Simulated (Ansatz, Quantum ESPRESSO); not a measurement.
# LiBH4 (F-43m): from the cell to the phonon bands, part 2 of 2

How does LiBH4 (F-43m) vibrate, and is this structure a minimum?

Quantum ESPRESSO 7.5; DFT LDA, scalar-relativistic, plane waves, GBRV ultrasoft pseudopotentials.

So far. Step 9 (Modes with the sum rule): The rule also moves an optical mode by 9.1 cm⁻¹. Step 12 (Modes along a direction of q (1 0 0)): The field moves 3 modes; the highest of them now lies at 2486 cm⁻¹, where the highest that moved away lay at 2472. The relaxed cell has a = 5.540 Å (conventional setting).

## (14) A changed mass (continued)

Matdyn.x, sum rule crystal. Phonon branches along the path, in cm⁻¹:

```csv
point,branch 1,branch 2,branch 3,branch 4,branch 15,branch 16,branch 17,branch 18
Γ,-249,-249,-249,-22,1712,1836,1836,1845
halfway,-214,-214,46,46,1698,1832,1832,1849
X,-205,-205,72,72,1685,1827,1827,1853
halfway,-205,-155,72,97,1684,1828,1828,1852
U,-206,66,113,121,1684,1828,1829,1852
jump to K,-206,66,113,121,1684,1828,1829,1852
halfway,-222,-162,-78,-42,1697,1832,1833,1848
Γ,-249,-249,-249,-22,1712,1836,1836,1845
halfway,-253,-175,-175,11,1701,1834,1834,1846
L,-258,-151,-151,31,1690,1832,1832,1847
halfway,-199,-94,49,82,1687,1829,1830,1850
W,13,19,81,138,1684,1827,1829,1852
halfway,-160,-154,89,101,1684,1827,1828,1852
X,-205,-205,72,72,1685,1827,1827,1853
```

The top of the path falls from 2513 to 1853 cm⁻¹, a ratio of 0.74; a mode of that atom alone would give 0.71.

## (15) A second program

The same cell goes through another code, with its own cutoff. The potentials differ. Its k mesh is centred on Γ.

This step: DFT LDA, scalar-relativistic, plane waves, PseudoDojo norm-conserving pseudopotentials (Ansatz 0.2.0).

Contents of input.yaml:

```yaml
crystal:
  lattice:
    - [-2.7700487307, 0.0, 2.7700487307]
    - [0.0, 2.7700487307, 2.7700487307]
    - [-2.7700487307, 2.7700487307, 0.0]
  atoms:
    - { symbol: Li, position: [0.0, 0.0, 0.0] }
    - { symbol: B, position: [0.5, 0.5, 0.5] }
    - { symbol: H, position: [0.3728409621, 0.3728409621, 0.8814771138] }
    - { symbol: H, position: [0.8814771138, 0.3728409621, 0.3728409621] }
    - { symbol: H, position: [0.3728409621, 0.8814771138, 0.3728409621] }
    - { symbol: H, position: [0.3728409621, 0.3728409621, 0.3728409621] }
kpoints:
  mp_grid: { grid: [8, 8, 8] }
hamiltonian:
  xc: lda
  pseudopotentials: { kind: nc, accuracy: standard }
scf:
  occupations: { method: fixed }
output:
  eigenvalues: true
phonons:
  method: dfpt
  dielectric: true
  rigid_motions: translations
  qmesh: [4, 4, 4]
  temperatures: { t_max: 1000, t_step: 50 }
  qpath:
    path:
      - [[0.0, 0.0, 0.0], [0.0, 0.5, 0.5], [0.0, 0.625, 0.375]]
      - [[-0.375, 0.375, 0.0], [0.0, 0.0, 0.0], [0.0, 0.5, 0.0], [-0.25, 0.5, 0.25], [0.0, 0.5, 0.5]]
    npoints: 12
```

Command:

```bash
ansatz run input.yaml --threads 4 --pin off --max-ram 8192MiB --backend cpu --events-out ev --progress --plain --runs-dir out
```

The job ended after 7.1 min (4 threads of Arm Neoverse V1, shared host; peak memory 1.6 GiB).

Read from the output:

| Item | Value |
| --- | --- |
| gap on the k-mesh | 5.628 eV |
| sum-rule residual before enforcement | 7.37e-6 eV/Å² |
| miss of the charge sum rule | 6.90e-7 e |
| lowest frequency on the path | -340.8 cm⁻¹ |
| share of modes beyond 3i cm⁻¹ on the dense interpolated mesh | 0.1263 |
| highest optical zone-centre mode (no LO-TO term) | 2450 cm⁻¹ |
| lowest optical zone-centre mode | -328.4 cm⁻¹ |
| mean high-frequency dielectric constant | 3.284 |
| largest Born charge in size (third of the trace) | 1.182 e |
| highest mode moved by the LO-TO term | 2464 cm⁻¹ |
| lowest mode on the q mesh (acoustic ones at the zone centre apart) | -340.8 cm⁻¹ |

Transverse modes; imaginary modes left out. Infrared lines, with heights relative to the strongest:

```csv
position (cm⁻¹),label,"IR intensity ((D/Å)²/amu), degenerate modes summed, relative"
1064,T2,11
1223,E,0.0
2401,A1,0.0
2450,T2,100
```

## (16) Side by side: QE GBRV and Ansatz, PseudoDojo

Numbers from this step:

```
root-mean-square difference             : 18.12 cm⁻¹
largest difference                      : 68.49 cm⁻¹
root-mean-square difference on the path : 17.5 cm⁻¹
largest difference on the path          : 145 cm⁻¹
```

The 12 of 123 modes that differ most. Frequencies side by side:

```csv
q (reciprocal lattice),mode,QE GBRV (cm⁻¹),"Ansatz, PseudoDojo (cm⁻¹)"
0 0 0,1,-352.4,-328.4
0 0 0,2,-352.4,-328.4
0 0 0,3,-352.4,-328.4
0 0 0.25,1,-358.2,-334.5
0 0 0.25,2,-230.2,-205.6
0 0 0.25,3,-230.2,-205.6
0 0.25 0.25,5,84.08,152.6
0 0.25 -0.5,4,111.4,135.7
0 0.25 -0.5,5,171.9,196.2
0 0.25 -0.25,1,-289.1,-265.1
0 0.25 -0.25,2,-84.87,-48.6
0 0.25 -0.25,4,65.46,118.1
```

The two runs side by side. Further quantities:

```csv
quantity,QE GBRV,"Ansatz, PseudoDojo"
mean ε∞,3.29,3.284
"largest Born charge in size (e; the first before, the second after the charge sum rule)",1.177,1.182
```

At the solved wavevectors the largest difference (acoustic modes at Γ apart) is 3 % of the highest mode (on the interpolated path 6 %), but 81 % of the mode at 84 cm⁻¹ on which it sits.

## (17) Outcome

```json
{
  "space group after relaxation": "F-43m",
  "volume per atom": "7.09 Å³",
  "gap on the k-mesh": "5.62 eV",
  "highest optical zone-centre mode (no LO-TO term)": "2472 cm⁻¹",
  "lowest optical zone-centre mode": "-352.5 cm⁻¹",
  "highest mode moved by the LO-TO term": "2486 cm⁻¹",
  "mean high-frequency dielectric constant": "3.29",
  "largest Born charge in size (third of the trace)": "1.18 e",
  "q mesh": "4×4×4",
  "lowest mode on the q mesh (acoustic ones at the zone centre apart)": "-364.1 cm⁻¹",
  "imaginary modes on the q mesh": "yes",
  "largest difference from Ansatz, PseudoDojo": "68.5 cm⁻¹"
}
```

What this shows: LiBH4 (F-43m) is unstable: a mode solved on the 4×4×4 mesh is imaginary, 364i cm⁻¹; its spectrum reaches 2513 cm⁻¹. At the LDA level the optical modes of LiBH4 (F-43m) at the zone centre (no LO-TO term) run from 352i to 2472 cm⁻¹, so the structure is a saddle point, with 6 modes beyond 10i cm⁻¹ there. Along the directions run, the highest mode that the macroscopic field moves lies at 2486 cm⁻¹. The most unstable solved mode lies at q = (0, 0, -0.5), on the zone boundary, so the distortion that it points to doubles the cell. Of the 15 optical modes, 3 are silent, 9 are both infrared and Raman active and 3 are Raman active alone. QE GBRV and Ansatz, PseudoDojo differ by 18.1 cm⁻¹ in the root mean square and by 68.5 cm⁻¹ at most, 2.7 % of the highest mode compared (acoustic modes at Γ left out; ph.x's values are those before the sum rule); the two use different potentials, and the cell was not relaxed for the second set. Their interpolated bands part by up to 145 cm⁻¹. These are harmonic frequencies at zero temperature: anharmonic shifts and linewidths and thermal expansion are left out. The LDA runs differ in the fit of the correlation energy, Perdew-Zunger in some and Perdew-Wang in others. The structure comes from a database and need not be the phase that is stable at ambient conditions.

[Host names and launcher messages were left out of these logs when they were recorded.]

[Logs are printed without paths, hosts, clocks, repeated set-up lines and the standing remarks that a program may print on its own settings, such as how far it seeks lower states.]

[Hosts, paths, dates, database ids (printed as entryN), source tags and the programs' standing remarks are cut or masked in the printed files.]
